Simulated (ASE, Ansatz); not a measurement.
# Convergence of a linear-scaling basis for twisted Ti2CO2 MXene alternating trilayer, 87.80° (195 atoms), part 2 of 2

Wanted: errors and times of a linear-scaling basis for twisted Ti2CO2 MXene alternating trilayer, 87.80° (195 atoms). A setting counts as converged where the r.m.s. difference of forces stays under 1 % of the r.m.s. force.

Ansatz 0.2.0; Kohn-Sham DFT, r2SCAN+D4, PAW (set soft_2), plane waves.

The cell: 39 C, 78 Ti and 78 O. Beside vacuum, support functions can miss their usual error bounds without a warning. The main run has no spin polarisation. Only the Γ point is sampled, in a cell whose shortest periodic width is 9 Å.

So far. Step 2 (Plane-wave single point): Mean Löwdin charges: C -0.97, O -0.65, Ti +1.21 e (they miss 0.37 % of the electrons, so they add up to more than the cell's charge).

**3. Local order (continued)**

A closer look about Ti57, which bears the longest force: 16 atoms, nearest first, numbered in the order of the input, with positions taken from that point.

| atom | x | y | z | distance (Å) | bonds | Löwdin charge (e) | Fx | Fy | Fz (eV/Å) |
| --- | --- | --- | --- | --- | --- | --- | --- | --- | --- |
| Ti57 | 0.00 | 0.00 | 0.00 | 0.00 | 6 | 1.20 | 0.04 | -0.71 | 0.24 |
| O64 | 0.42 | 1.68 | 0.93 | 1.97 | 3 | -0.64 | 0.04 | 0.00 | -0.08 |
| O44 | -1.67 | -0.51 | 0.94 | 1.98 | 3 | -0.65 | 0.04 | 0.06 | -0.42 |
| O59 | 1.27 | -1.23 | 0.94 | 2.00 | 3 | -0.67 | -0.04 | -0.01 | -0.49 |
| C61 | -1.26 | 1.19 | -1.28 | 2.15 | 6 | -0.97 | 0.05 | 0.10 | -0.18 |
| C11 | 1.69 | 0.47 | -1.30 | 2.18 | 6 | -0.97 | -0.12 | -0.04 | 0.03 |
| C56 | -0.40 | -1.73 | -1.29 | 2.19 | 6 | -0.96 | -0.07 | 0.20 | -0.02 |
| Ti62 | -0.83 | 2.88 | 0.03 | 3.00 | 6 | 1.21 | -0.23 | 0.25 | 0.08 |
| Ti12 | 2.09 | 2.15 | 0.04 | 3.00 | 6 | 1.21 | 0.40 | 0.23 | -0.13 |
| Ti42 | -2.94 | 0.70 | 0.02 | 3.02 | 6 | 1.21 | 0.02 | -0.09 | 0.04 |
| Ti37 | -2.08 | -2.21 | 0.04 | 3.03 | 6 | 1.21 | -0.16 | 0.26 | -0.21 |
| Ti7 | 2.95 | -0.74 | 0.02 | 3.04 | 6 | 1.21 | -0.19 | -0.26 | 0.12 |
| Ti52 | 0.84 | -2.95 | 0.02 | 3.07 | 6 | 1.21 | 0.28 | 0.42 | 0.13 |
| Ti63 | 0.43 | 1.68 | -2.59 | 3.12 | 6 | 1.21 | 0.01 | -0.06 | -0.04 |
| Ti43 | -1.67 | -0.51 | -2.61 | 3.14 | 6 | 1.22 | -0.04 | -0.30 | 0.10 |
| Ti58 | 1.27 | -1.24 | -2.60 | 3.15 | 6 | 1.22 | -0.19 | -0.18 | 0.09 |

The column of bonds counts only the pairs O-Ti within 2.64 Å, Ti-C within 2.64 Å; other neighbours, such as metal atoms beside each other in a compound, aren't counted, and periodic images can show an atom twice.

**4. Support functions medium**

With localised support functions most steps grow linearly with size, though the diagonalisation grows faster unless the density matrix is cut; this run measures error and cost at this size.

This step: Kohn-Sham DFT, r2SCAN+D4, PAW (set soft_2), localised support functions (medium) (Ansatz 0.2.0).

Contents of input.yaml:

```yaml
crystal:
  lattice:
    - [10.9248, 0.0, 0.0]
    - [-5.4624, 9.46115, 0.0]
    - [0.0, 0.0, 31.11]
  atoms:
    [... the 195 atom lines of step 2 ...]
kpoints:
  mp_grid: { grid: [1, 1, 1] }
hamiltonian:
  xc: r2scan
  dispersion: d4
scf:
  occupations: { method: gaussian, width: 0.025 }
  eigensolver: { kind: { support_functions: { accuracy: medium } } }
  mixing: { beta: 0.2 }
  max_iter: 150
output:
  forces: true
```

On the command line:

```bash
$ ansatz run input.yaml --threads 32 --pin off --max-ram 92160MiB --backend cuda --events-out ev --progress --plain --runs-dir out --max-vram 78GiB
```

Log:

```text
Warning: scf.eigensolver.kind.support_functions: disabling space-group detection — the functions' gradient is summed over unrotated k-points, so no spatial operation reduces the k-mesh or symmetrises the density; time reversal is kept, so that k and −k are solved as one point where they differ and the mesh holds both, and exact exchange and, on two spinor components, a DFT+U term hold to it where the run has them: [...]
settings of this run that can trade accuracy for cost: scf.eigensolver.kind.support_functions [...]
[...]
GPU FFT provider: cuFFT
GPU libraries: cuBLAS 13.8.1, cuFFT 12.4.0, cuSOLVER 12.3.2
[...]
Crystal: 195 atoms, lattice volume = 3215.566 Å³
Basis set: ecut = 500 eV, 81629 PW (Γ), exchange–correlation on 324×324×810 points (27 copies of the dense FFT grid, shifted against one another)
Bands: 936, of which v1, the nominal top of the filled ones, is band 780 counted from 1 (779 counted from 0)
Symmetry: 1 space group operations
k-points: 1
[...]
GPU buffer pool allocated for 3149280 grid points (all kernels)
[...]
SCF iter   1: F=—  HF=-249967.878488 eV  |F-HF|=—  |Δ(HF+E_count)|=         —  Δρ=1.79e-1  dr2=1.24e3  dr2_τ=9.70e1  ethr=1.00e-1
[...]
SCF iter  22: F=—  HF=-249754.329579 eV  |F-HF|=—  |Δ(HF+E_count)|=   1.07e-5  Δρ=1.76e-5  dr2=7.85e-6  dr2_τ=9.71e-8  ethr=1.01e-9  κ⁻¹=1.6e-4(r=7)
SCF iter  23: F=-249754.329615 eV  HF=-249754.329611 eV  |F-HF|=4.41e-6  |Δ(HF+E_count)|=   3.16e-5  Δρ=1.03e-5  dr2=3.63e-6  dr2_τ=4.86e-8  ethr=5.03e-10
SCF 1 converged in 23 iterations: F = -249754.342101 eV  dr2 = 3.63e-6
[...]
SCF converged after 23 iterations
Stability not checked: this state was not tested for a lower state beside it, because the mixer in use, unlike msr1, does not test its closes by its own steps (another_mixer; see scf.mixing.algorithm and scf.lower_state_search)
Free energy (F): -249754.342101 eV
[...]
Internal energy: -249754.342101 eV  (E = F + TS)
E sigma→0 (E₀):  -249754.342101 eV
Fermi energy:    5.846985 eV
[...]
Σ components = -249754.342101   (vs F -249754.342101, Δ=0.00e0)
--- Forces (eV/Å), atoms counted from 1 ---
[... 195 lines of forces left out ...]
  max |Σ_I F_I| component: 5.12e-3 eV/Å
--- Band table (eV) ---
[... left out ...]
  guard bands above this table: 135 of the run's 936 bands (output.publish_guard_bands: true publishes all)
```

The job ended after 21 s (1 × NVIDIA GB200 with 32 threads of Arm Neoverse V2, shared host; peak memory 2.4 GiB; 56 s of CPU time).

That memory is the host's; the program planned up to 18.9 GiB on the GPU.

The program notes that the band table was not solved further than the SCF left it and it switched symmetry off.

Keys that differ from the reference: support_functions.accuracy = "medium", scf.max_iter = 150 and scf.mixing.beta = 0.2.

Forces differ from the reference by 0.61 meV/Å r.m.s., 0.30 % of their size, within a tolerance of 1 %; the energy by -4.6 meV/atom. It took 21 s and 23 cycles; the reference's time can't be set against it, since the two runs asked for unlike analyses. The two runs also began from different starting densities, which bears on cycles and time.

**5. All settings compared**

Each row is set against the plane-wave reference (Kohn-Sham DFT, r2SCAN+D4, PAW (set soft_2), plane waves; r.m.s. force component 0.202 eV/Å). Energies are set beside the reference only for runs with its functional, potentials and electron count. Times are for 1 × NVIDIA GB200 with 32 threads of Arm Neoverse V2, shared host. The reference's time includes the DOS, which some other runs skip.

| run | Δ force, r.m.s. (meV/Å) | share of r.m.s. force (%) | Δ energy (meV/atom) | Δ gap (eV) | cycles | time | host memory (GiB) | planned on the GPU (GiB) |
| --- | --- | --- | --- | --- | --- | --- | --- | --- |
| reference | - | - | - | - | 15 | 6.3 s | 1.7 | 12 |
| support functions medium | 0.612 | 0.303 | -4.64 | 6.0e-4 | 23 | 21 s | 2.4 | 19 |

**6. Results**

```
free energy per atom                             : -1280.7869 eV/atom
r.m.s. force component                           : 0.2017 eV/Å
gap (highest filled to lowest empty level) : 0.7652 eV
wall time of the 2 DFT runs                      : 27 s
```

What this shows: Against plane waves at 500 eV, the forces differ by 0.61 meV/Å (0.30 %) with support functions medium. At 195 atoms the run with support functions medium takes roughly 3.3 times the time of plane waves (whose run also made extra analyses, so the like-for-like ratio is larger), in 23 SCF cycles against 15. Differences between support functions and plane waves include what basis error the plane-wave run still has.

Between filled and empty levels lie 0.765 eV at Γ alone; the mesh holds the band edges only if they fold onto it, so the gap at this level can be narrower or closed, while semilocal functionals tend to narrow gaps against experiment. By these cutoffs all C atoms have 6, all O atoms have 3 and all Ti atoms have 6 bonded neighbours.

**Limits.** The geometry was built by rule, was displaced at random and isn't relaxed at this level: its force components are 0.20 eV/Å r.m.s.

[Logs are printed without paths, hosts, clocks, repeated set-up lines and the standing remarks that a program may print on its own settings, such as how far it seeks lower states.]

[Hosts, paths, dates, database ids (printed as entryN), source tags and the programs' standing remarks are cut or masked in the printed files.]
